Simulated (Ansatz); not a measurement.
# Ca on Nb(110): change of the work function

Aim: the work function of Nb(110) at several coverages of Ca (hollow site), and the dipole that each adsorbate carries.

Program: Ansatz 0.2.0. Level of theory: plane-wave DFT, PBE, Ansatz PAW. Results are calculated unless marked as measured.

Most raw output is cut from this account.

## (1) Set-up

The cell holds 4 atoms: 4 Nb. Cell: a = 2.858 Å, b = 2.858 Å, c = 25.000 Å, α = 90.0°, β = 90.0°, γ = 70.5°. Vacuum lies along c.

## (2) The clean slab

The bare slab comes first, as the zero from which every change is counted. The two lowest layers are held at bulk places and the upper ones relax. The dipole correction removes the false field that a one-sided slab makes across the periodic vacuum, so each face gets a flat vacuum level of its own.

input.yaml

```yaml
crystal:
  lattice:
    - [2.3334523779, -1.65, 0.0]
    - [2.3334523779, 1.65, 0.0]
    - [0.0, 0.0, 25.0003571337]
  atoms:
    - { symbol: Nb, position: [0.0, 0.0, 0.3599948573] }
    - { symbol: Nb, position: [0.5, 0.5, 0.4533316191] }
    - { symbol: Nb, position: [0.0, 0.0, 0.5466683809] }
    - { symbol: Nb, position: [0.5, 0.5, 0.6400051427] }
kpoints:
  mp_grid: { grid: [12, 12, 1] }
hamiltonian:
  xc: pbe
scf:
  occupations: { method: fermi_dirac, width: 0.1 }
  convergence: { dr2_threshold: 1.0e-08 }
efield:
  axis: 3
  dipole_correction: true
  ramp_position: 0.97
  ramp_width: 0.06
relax:
  f_tol: 0.02
  max_steps: 60
  constraints: [{ sites: [0, 1] }]
output:
  write_potential: true
  write_density: true
  volumetric_format: npy
```

Started as:

```console
> ansatz run input.yaml --threads 4 --pin off --max-ram 16384MiB --backend cpu --events-out ev --progress --plain --runs-dir out
```

The job ended after 17 s (4 threads of Arm Neoverse V1, shared host; peak memory 0.56 GiB).

The steps of the relaxation:

```tsv
step	energy less that of the first step (eV)	largest force component (eV/Å)
1	0.0000	0.3894
2	0.0061	0.5460
3	-0.0148	0.0045
```

Relaxation step 2 was tried and not accepted.

Forces are held to the 4 operations that the run works with; a distortion that breaks them can't arise in this run.

The atoms that moved most (Å):

```tsv
atom	dx	dy	dz	length
Nb4	0.000	0.000	-0.054	0.054
Nb3	0.000	0.000	0.029	0.029
```

Numbers from this step:

```
energy at zero smearing        : -18207.1363 eV
work function, upper face      : 4.492 eV
work function, lower face      : 4.529 eV
dipole along the normal        : 0.001540 e·Å
step between the vacuum levels : -0.03620 eV
```

Running mean over 2.333 Å of the planar mean; the ramp of the sawtooth is left out. Electron's electrostatic potential energy less the Fermi level against z:

```tsv
z (Å)	electron's electrostatic potential energy less the Fermi level (eV)
4	4.53
5	4.51
6	4.34
7	2.78
8	-5.88
9	-11.0
10	-11.0
11	-10.9
12	-10.8
13	-10.7
14	-11.2
15	-11.8
16	-11.1
17	-5.33
18	2.95
19	4.33
20	4.48
21	4.49
```

The relaxation took 3 steps and lowered the energy by 0.015 eV; the largest force on the free atoms ends at 0.0045 eV/Å.

The work function of the upper face is 4.49 eV.

## (3) Adsorbate added, k-mesh 4×4×1, coverage 0.111 ML

System of this step: Ca/Nb(110). The cell holds 37 atoms: 36 Nb and 1 Ca. Its edges and angles: a = 8.574 Å, b = 8.574 Å, c = 28.069 Å, α = 90.0°, β = 90.0°, γ = 70.5°. Vacuum lies along c.

The clean slab as it ended is repeated in the plane and the adsorbate is set on one face; the cell's size fixes the coverage, and the k-mesh shrinks with it to keep the sampling density about even. Adsorbate and upper layers relax, since the dipole depends on the height.

input.yaml

```yaml
crystal:
  lattice:
    - [7.0003571337, -4.95, 0.0]
    - [7.0003571337, 4.95, 0.0]
    - [0.0, 0.0, 28.0685224909]
  atoms:
    - { symbol: Nb, position: [0.0, 0.0, 0.3206438815] }
    - { symbol: Nb, position: [0.1666666667, 0.1666666667, 0.403778018] }
    - { symbol: Nb, position: [0.0, 0.0, 0.4879515619] }
    - { symbol: Nb, position: [0.1666666667, 0.1666666667, 0.5681320161] }
    - { symbol: Nb, position: [0.0, 0.3333333333, 0.3206438815] }
    - { symbol: Nb, position: [0.1666666667, 0.5, 0.403778018] }
    - { symbol: Nb, position: [0.0, 0.3333333333, 0.4879515619] }
    - { symbol: Nb, position: [0.1666666667, 0.5, 0.5681320161] }
[... 25 atom lines left out ...]
    - { symbol: Nb, position: [0.8333333333, 0.8333333333, 0.403778018] }
    - { symbol: Nb, position: [0.6666666667, 0.6666666667, 0.4879515619] }
    - { symbol: Nb, position: [0.8333333333, 0.8333333333, 0.5681320161] }
    - { symbol: Ca, position: [0.28, 0.28, 0.6793561185] }
kpoints:
  mp_grid: { grid: [4, 4, 1] }
hamiltonian:
  xc: pbe
scf:
  occupations: { method: fermi_dirac, width: 0.1 }
  convergence: { dr2_threshold: 1.0e-08 }
efield:
  axis: 3
  dipole_correction: true
  ramp_position: 0.97
  ramp_width: 0.06
relax:
  f_tol: 0.02
  max_steps: 60
  constraints:
    - { sites: [0, 1, 4, 5, 8, 9, 12, 13, 16, 17, 20, 21, 24, 25, 28, 29, 32, 33] }
output:
  write_potential: true
  write_density: true
  volumetric_format: npy
```

Elapsed: 26 min, on 4 threads; peak memory 10 GiB; 1.7 h of CPU time.

The steps of the relaxation:

```tsv
step	energy less that of the first step (eV)	largest force component (eV/Å)
1	0.0000	1.2074
2	-0.2234	0.9445
3	-0.3665	0.2637
4	-0.3848	0.1650
5	-0.3948	0.0594
6	-0.3985	0.0525
7	-0.4040	0.0528
8	-0.4067	0.0234
9	-0.4070	0.0141
```

Forces are held to the 2 operations that the run works with; a distortion that breaks them can't arise in this run.

The atoms that moved most (Å):

```tsv
atom	dx	dy	dz	length
Ca37	0.736	0.000	-0.524	0.904
Nb8	0.003	0.014	-0.046	0.048
Nb16	0.003	-0.014	-0.046	0.048
Nb4	-0.042	0.000	0.021	0.047
Nb20	0.040	0.000	0.021	0.045
Nb24	0.015	0.009	0.040	0.044
Nb32	0.015	-0.009	0.040	0.044
Nb28	-0.013	0.008	0.041	0.044
```

The relaxed structure:

```cif
data_structure
_symmetry_space_group_name_H-M 'P 1'
_symmetry_Int_Tables_number 1
_cell_length_a 8.5737
_cell_length_b 8.5737
_cell_length_c 28.0685
_cell_angle_alpha 90.000
_cell_angle_beta 90.000
_cell_angle_gamma 70.529
_cell_volume 1945.25
loop_
_atom_site_label
_atom_site_type_symbol
_atom_site_fract_x
_atom_site_fract_y
_atom_site_fract_z
_atom_site_occupancy
Nb1 Nb 0.00000 0.00000 0.32064 1
Nb2 Nb 0.16667 0.16667 0.40378 1
Nb3 Nb 0.99956 0.99956 0.48785 1
Nb4 Nb 0.16367 0.16367 0.56888 1
Nb5 Nb 0.00000 0.33333 0.32064 1
Nb6 Nb 0.16667 0.50000 0.40378 1
Nb7 Nb 0.99934 0.33247 0.48787 1
Nb8 Nb 0.16542 0.50162 0.56649 1
Nb9 Nb 0.00000 0.66667 0.32064 1
Nb10 Nb 0.16667 0.83333 0.40378 1
Nb11 Nb 0.99909 0.66777 0.48714 1
Nb12 Nb 0.16655 0.83160 0.56959 1
Nb13 Nb 0.33333 0.00000 0.32064 1
Nb14 Nb 0.50000 0.16667 0.40378 1
Nb15 Nb 0.33247 0.99934 0.48787 1
Nb16 Nb 0.50162 0.16542 0.56649 1
Nb17 Nb 0.33333 0.33333 0.32064 1
Nb18 Nb 0.50000 0.50000 0.40378 1
Nb19 Nb 0.33346 0.33346 0.48776 1
Nb20 Nb 0.50285 0.50285 0.56888 1
Nb21 Nb 0.33333 0.66667 0.32064 1
Nb22 Nb 0.50000 0.83333 0.40378 1
Nb23 Nb 0.33432 0.66766 0.48786 1
Nb24 Nb 0.50020 0.83534 0.56955 1
Nb25 Nb 0.66667 0.00000 0.32064 1
Nb26 Nb 0.83333 0.16667 0.40378 1
Nb27 Nb 0.66777 0.99909 0.48714 1
Nb28 Nb 0.83160 0.16655 0.56959 1
Nb29 Nb 0.66667 0.33333 0.32064 1
Nb30 Nb 0.83333 0.50000 0.40378 1
Nb31 Nb 0.66766 0.33432 0.48786 1
Nb32 Nb 0.83534 0.50020 0.56955 1
Nb33 Nb 0.66667 0.66667 0.32064 1
Nb34 Nb 0.83333 0.83333 0.40378 1
Nb35 Nb 0.66726 0.66726 0.48788 1
Nb36 Nb 0.83341 0.83341 0.56909 1
Ca37 Ca 0.33260 0.33260 0.66070 1
```

Numbers from this step:

| Property | Result |
| --- | --- |
| energy at zero smearing | -165681.7955 eV |
| work function, upper face | 2.731 eV |
| work function, lower face | 4.526 eV |
| dipole along the normal | 0.6874 e·Å |
| step between the vacuum levels | -1.795 eV |

Running mean over 2.333 Å of the planar mean; the ramp of the sawtooth is left out. The electron's electrostatic potential energy less the Fermi level by z:

```tsv
z (Å)	electron's electrostatic potential energy less the Fermi level (eV)
4	4.52
5	4.51
6	4.34
7	2.79
8	-5.88
9	-11.0
10	-11.0
11	-10.9
12	-10.8
13	-10.8
14	-11.1
15	-11.6
16	-11.0
17	-5.85
18	1.27
19	1.92
20	2.39
21	2.68
22	2.72
23	2.73
24	2.73
```

The relaxation took 9 steps and lowered the energy by 0.41 eV; the largest force on the free atoms ends at 0.014 eV/Å.

The covered face has 2.73 eV, -1.76 eV against the clean one; the bare back face has moved by -0.00 eV, a measure of how thin the slab is.

## (4) Adsorbate added, k-mesh 6×6×1, coverage 0.25 ML

System of this step: Ca/Nb(110). The cell holds 17 atoms: 16 Nb and 1 Ca. Its edges and angles: a = 5.716 Å, b = 5.716 Å, c = 28.069 Å, α = 90.0°, β = 90.0°, γ = 70.5°. Vacuum lies along c.

Another coverage, to see how the dipoles act on each other as their distance changes.

input.yaml

```yaml
crystal:
  lattice:
    - [4.6669047558, -3.3, 0.0]
    - [4.6669047558, 3.3, 0.0]
    - [0.0, 0.0, 28.0685224909]
  atoms:
    - { symbol: Nb, position: [0.0, 0.0, 0.3206438815] }
    - { symbol: Nb, position: [0.25, 0.25, 0.403778018] }
    - { symbol: Nb, position: [0.0, 0.0, 0.4879515619] }
    - { symbol: Nb, position: [0.25, 0.25, 0.5681320161] }
    - { symbol: Nb, position: [0.0, 0.5, 0.3206438815] }
    - { symbol: Nb, position: [0.25, 0.75, 0.403778018] }
    - { symbol: Nb, position: [0.0, 0.5, 0.4879515619] }
    - { symbol: Nb, position: [0.25, 0.75, 0.5681320161] }
    - { symbol: Nb, position: [0.5, 0.0, 0.3206438815] }
    - { symbol: Nb, position: [0.75, 0.25, 0.403778018] }
    - { symbol: Nb, position: [0.5, 0.0, 0.4879515619] }
    - { symbol: Nb, position: [0.75, 0.25, 0.5681320161] }
    - { symbol: Nb, position: [0.5, 0.5, 0.3206438815] }
    - { symbol: Nb, position: [0.75, 0.75, 0.403778018] }
    - { symbol: Nb, position: [0.5, 0.5, 0.4879515619] }
    - { symbol: Nb, position: [0.75, 0.75, 0.5681320161] }
    - { symbol: Ca, position: [0.42, 0.42, 0.6793561185] }
kpoints:
  mp_grid: { grid: [6, 6, 1] }
hamiltonian:
  xc: pbe
scf:
  occupations: { method: fermi_dirac, width: 0.1 }
  convergence: { dr2_threshold: 1.0e-08 }
efield:
  axis: 3
  dipole_correction: true
  ramp_position: 0.97
  ramp_width: 0.06
relax:
  f_tol: 0.02
  max_steps: 60
  constraints: [{ sites: [0, 1, 4, 5, 8, 9, 12, 13] }]
output:
  dos: { projected: true, e_range: [-8, 4] }
  write_potential: true
  write_density: true
  volumetric_format: npy
  elf: true
```

The job ended after 8.3 min (4 threads; peak memory 3.1 GiB; 32 min of CPU time).

Step by step:

```tsv
step	energy less that of the first step (eV)	largest force component (eV/Å)
1	0.0000	0.9964
2	-0.1521	0.8207
3	-0.3047	0.2166
4	-0.3206	0.0620
5	-0.3240	0.0327
6	-0.3294	0.0456
7	-0.3336	0.0371
8	-0.3355	0.0282
9	-0.3356	0.0390
10	-0.3359	0.0053
```

Forces are held to the 2 operations that the run works with; a distortion that breaks them can't arise in this run.

The atoms that moved most (Å):

```tsv
atom	dx	dy	dz	length
Ca17	0.753	0.000	-0.468	0.887
Nb4	0.016	0.000	0.075	0.077
Nb16	-0.017	0.000	0.074	0.076
Nb3	0.000	0.000	-0.025	0.025
Nb12	-0.001	-0.008	-0.009	0.012
Nb8	-0.001	0.008	-0.009	0.012
Nb15	0.000	0.000	-0.009	0.009
```

Final coordinates:

```
Nb Ca
1.0
     4.66690   -3.30000    0.00000
     4.66690    3.30000    0.00000
     0.00000    0.00000   28.06852
Nb Ca
16 1
Direct
  0.00000 0.00000 0.32064
  0.25000 0.25000 0.40378
  0.99998 0.99998 0.48706
  0.25173 0.25173 0.57080
  0.00000 0.50000 0.32064
  0.25000 0.75000 0.40378
  0.99997 0.49997 0.48789
  0.24873 0.75114 0.56780
  0.50000 0.00000 0.32064
  0.75000 0.25000 0.40378
  0.49997 0.99997 0.48789
  0.75114 0.24873 0.56780
  0.50000 0.50000 0.32064
  0.75000 0.75000 0.40378
  0.49997 0.49997 0.48765
  0.74819 0.74819 0.57076
  0.50072 0.50072 0.66269
```

Numbers from this step:

```
energy at zero smearing        : -74645.9325 eV
work function, upper face      : 2.108 eV
work function, lower face      : 4.516 eV
dipole along the normal        : 0.4099 e·Å
step between the vacuum levels : -2.408 eV
```

Running mean over 2.333 Å of the planar mean; the ramp of the sawtooth is left out. Electron's electrostatic potential energy less the Fermi level against z:

```tsv
z (Å)	electron's electrostatic potential energy less the Fermi level (eV)
4	4.51
5	4.50
6	4.33
7	2.79
8	-5.88
9	-11.0
10	-11.0
11	-10.9
12	-10.8
13	-10.8
14	-11.1
15	-11.4
16	-11.0
17	-6.40
18	-0.537
19	-0.400
20	0.865
21	1.85
22	2.05
23	2.10
24	2.11
```

The density of states has structure finer than the step of the table below, so its rows give means over 0.2 eV, whole bins alone (the curve runs from -8 to 1.38 eV). Peaks (eV: height): -2.80: 28.1, -1.53: 44.6, -1.47: 46.9, -1.35: 40.4, -0.96: 27.8, -0.42: 35.8, -0.27: 30.8.

Table of density of states by energy, zero at the Fermi level; means over each step:

energy (eV), density of states (states/eV a cell) and a bar:
```
     -5.8        0.0 
     -5.6        0.1 
     -5.4        0.9 #
     -5.2        0.9 #
     -5.0        1.0 #
     -4.8        1.1 #
     -4.6        1.5 #
     -4.4        2.3 ##
     -4.2        2.8 ##
     -4.0        3.1 ###
     -3.8        2.9 ###
     -3.6        3.9 ###
     -3.4       16.7 ##############
     -3.2       17.2 ###############
     -3.0       14.8 #############
     -2.8       22.6 ####################
     -2.6       23.6 ####################
     -2.4       24.1 #####################
     -2.2       16.2 ##############
     -2.0       14.6 #############
     -1.8       10.5 #########
     -1.6       32.8 ############################
     -1.4       34.7 ##############################
     -1.2       28.6 #########################
     -1.0       22.9 ####################
     -0.8       20.3 ##################
     -0.6       25.9 ######################
     -0.4       28.9 #########################
     -0.2       26.8 #######################
      0.0       24.5 #####################
      0.2       17.6 ###############
      0.4       15.6 ##############
      0.6       15.7 ##############
      0.8       15.9 ##############
      1.0       17.1 ###############
      1.2       16.3 ##############
```

Projected DOS per atom over height of the atomic layer and energy from the Fermi level. Layers: Nb4 Nb4 Nb4 Nb4 Ca from below.

Values in states/eV, 22 rows by 5 columns, each cell a mean:
```
1.02 0.57 0.54 0.95 0.33
0.89 0.59 0.62 1.15 0.45
1.28 0.61 0.65 1.17 0.69
1.59 1.29 1.38 1.75 0.41
2.21 1.38 1.37 1.47 0.17
1.60 1.12 1.09 1.64 0.17
1.95 2.15 1.96 2.14 0.67
0.67 0.77 0.95 1.17 0.58
1.24 1.15 1.04 1.24 0.07
1.35 1.51 1.53 1.39 0.08
0.72 1.21 1.31 0.83 0.07
0.42 0.70 0.77 0.49 0.06
0.17 0.20 0.19 0.20 0.03
0.13 0.16 0.15 0.15 0.02
0.04 0.09 0.10 0.05 0.00
0.03 0.08 0.08 0.04 0.00
0.00 0.01 0.01 0.01 0.00
0.00 0.00 0.00 0.00 0.00
0.00 0.00 0.00 0.00 0.00
0.00 0.00 0.00 0.00 0.00
0.00 0.00 0.00 0.00 0.00
0.00 0.00 0.00 0.00 0.00
```
Columns: height of the atomic layer (Å) from 9 to 18.6 (not evenly spaced); rows upwards: energy from the Fermi level (eV) from -7.96 to 1.34.

ELF in the ca plane at fractional y = 0.500, with atoms of Nb and Ca within 0.2 Å of it. It is the smooth field of the valence electrons, not physical close to the nuclei.

Values, 8 rows by 16 columns, each cell a mean:
```
0.52 0.38 0.34 0.34 0.65 0.39 0.38 0.34 0.51 0.40 0.21 0.10 0.03 0.01 0.00 0.00
0.32 0.37 0.29 0.39 0.29 0.35 0.33 0.35 0.48 0.17 0.13 0.23 0.11 0.02 0.00 0.00
0.34 0.37 0.30 0.35 0.38 0.32 0.33 0.38 0.28 0.42 0.14 0.31 0.30 0.06 0.01 0.00
0.55 0.39 0.36 0.37 0.61 0.43 0.38 0.41 0.41 0.83 0.42 0.30 0.44 0.11 0.01 0.00
0.52 0.38 0.34 0.34 0.65 0.38 0.36 0.40 0.37 0.82 0.36 0.31 0.41 0.10 0.01 0.00
0.32 0.37 0.29 0.39 0.29 0.35 0.33 0.37 0.32 0.22 0.09 0.31 0.24 0.05 0.01 0.00
0.34 0.37 0.30 0.35 0.38 0.32 0.34 0.34 0.52 0.26 0.18 0.19 0.08 0.02 0.00 0.00
0.55 0.39 0.36 0.36 0.60 0.44 0.40 0.36 0.50 0.39 0.20 0.08 0.02 0.01 0.00 0.00
```
Columns run along c (16.0 Å, from fractional 0.33 to 0.90 of the cell), rows up along a (5.7 Å). Atoms in or near the plane, at fractional coordinates: Nb at (0.49, 0.00), Nb at (0.49, 0.50), Ca at (0.66, 0.50).

Valence density in the ca plane at fractional y = 0.500, with atoms of Nb and Ca within 0.2 Å of it. It is the smooth field of the valence electrons, not physical close to the nuclei.

Values in e/Å³, 8 rows by 16 columns, each cell a mean:
```
2.2 0.3 0.2 0.6 3.5 1.0 0.2 0.2 0.1 0.0 0.0 0.0 0.0 0.0 0.0 0.0
0.4 0.2 0.3 0.2 0.5 0.3 0.3 0.2 0.1 0.0 0.0 0.0 0.0 0.0 0.0 0.0
0.6 0.2 0.3 0.3 0.9 0.3 0.3 0.2 0.2 0.6 0.1 0.0 0.0 0.0 0.0 0.0
2.8 0.3 0.2 0.7 4.3 1.3 0.2 0.2 0.8 4.5 0.6 0.0 0.0 0.0 0.0 0.0
2.2 0.3 0.2 0.6 3.5 1.0 0.2 0.2 0.6 3.2 0.4 0.0 0.0 0.0 0.0 0.0
0.4 0.2 0.3 0.2 0.5 0.3 0.3 0.2 0.1 0.2 0.0 0.0 0.0 0.0 0.0 0.0
0.6 0.2 0.3 0.3 0.9 0.4 0.3 0.2 0.1 0.0 0.0 0.0 0.0 0.0 0.0 0.0
2.8 0.3 0.2 0.7 4.3 1.3 0.2 0.2 0.1 0.0 0.0 0.0 0.0 0.0 0.0 0.0
```
Columns run along c (16.0 Å, from fractional 0.33 to 0.90 of the cell), rows up along a (5.7 Å). Atoms in or near the plane, at fractional coordinates: Nb at (0.49, 0.00), Nb at (0.49, 0.50), Ca at (0.66, 0.50).

Electrostatic potential energy in the ca plane at fractional y = 0.500, with atoms of Nb and Ca within 0.2 Å of it. With pseudopotentials it is smooth inside the atoms' cores, unlike the true potential.

Values in eV, 8 rows by 16 columns, each cell a mean:
```
-32   4   4  -5 -49 -14   5   6   8   8   7   7   7   7   7   7
 -1   4   2   4  -4   3   3   4   7   5   5   6   7   7   7   7
 -6   4   3   3 -13   0   3   4   2  -9   1   6   7   7   7   7
-40   4   5  -8 -58 -18   5   6 -10 -51  -9   5   7   7   7   7
-33   4   4  -5 -49 -14   5   5  -7 -41  -6   5   7   7   7   7
  0   4   2   4  -4   3   3   4   4  -2   3   6   7   7   7   7
 -6   4   3   3 -13   0   3   4   7   6   6   7   7   7   7   7
-40   4   5  -8 -57 -19   5   6   8   8   7   7   7   7   7   7
```
Columns run along c (16.0 Å, from fractional 0.33 to 0.90 of the cell; values clipped at the 3rd and 97th percentile), rows up along a (5.7 Å). Atoms in or near the plane, at fractional coordinates: Nb at (0.49, 0.00), Nb at (0.49, 0.50), Ca at (0.66, 0.50).

The relaxation took 10 steps and lowered the energy by 0.34 eV; the largest force on the free atoms ends at 0.0053 eV/Å.

By hand: a sheet of dipoles makes a step −p/(ε₀A) in the electron's potential. With e/ε₀ = 180.95 V·Å, p = 0.4099 e·Å and A = 30.80 Å², that is −180.95 × (0.4099) / 30.80 = -2.408 eV, and the two vacuum levels of the run differ by -2.408 eV.

The covered face has 2.11 eV, -2.38 eV against the clean one; the bare back face has moved by -0.01 eV, a measure of how thin the slab is.

## (5) Work function against coverage

This step: plane-wave DFT, PBE, Ansatz PAW; work function against coverage (Ansatz 0.2.0).

The runs are now put side by side.

Numbers from this step:

```yaml
work_function_of_the_clean_face: 4.492 eV
largest_change_of_the_work_function: -2.384 eV
```

Work function of the covered face against coverage:

```tsv
coverage (adsorbates/nm²)	work function of the covered face (eV)
0.00	4.49
1.44	2.73
3.25	2.11
```

The dipole per adsorbate comes from the change of the cell's dipole. Coverage, by row:

```tsv
coverage (1/nm²)	coverage (ML)	work function (eV)	change (eV)	dipole per adsorbate, positive end outwards (debye)	mean height of the added atoms over the highest substrate atom (Å)
1.443	0.1111	2.731	-1.761	3.236	2.557
3.247	0.25	2.108	-2.384	1.939	2.579
```

## (6) What came out

- work function of the clean face: 4.49 eV
- work function at 0.11 ML: 2.73 eV
- work function at 0.25 ML: 2.11 eV
- dipole per adsorbate at 0.11 ML, positive end outwards: 3.24 D

In words: Ca lowers the work function of Nb(110) at the lowest coverage, by 1.76 eV: the adsorbate layer has its positive end outwards. The slab has 4 layers, at the tabulated experimental lattice constant, one starting site was run, and quantum-size effects of a slab this thin can reach one or two tenths of an eV.

[Logs are printed without paths, hosts, clocks, repeated set-up lines and the standing remarks that a program may print on its own settings, such as how far it seeks lower states.]

[Hosts, paths, dates, database ids (printed as entryN), source tags and the programs' standing remarks are cut or masked in the printed files.]

[Maps of the electrostatic potential energy from Ansatz leave out the sawtooth potential of an applied field or a dipole correction, so their vacuum need not be flat; planar profiles and work functions include it.]

[The density of states shown here was stored with 400 of the rows of the run's finer table, so its peaks can read low, often by over a quarter, or be missed, and its means over a window can be off by a tenth or more.]
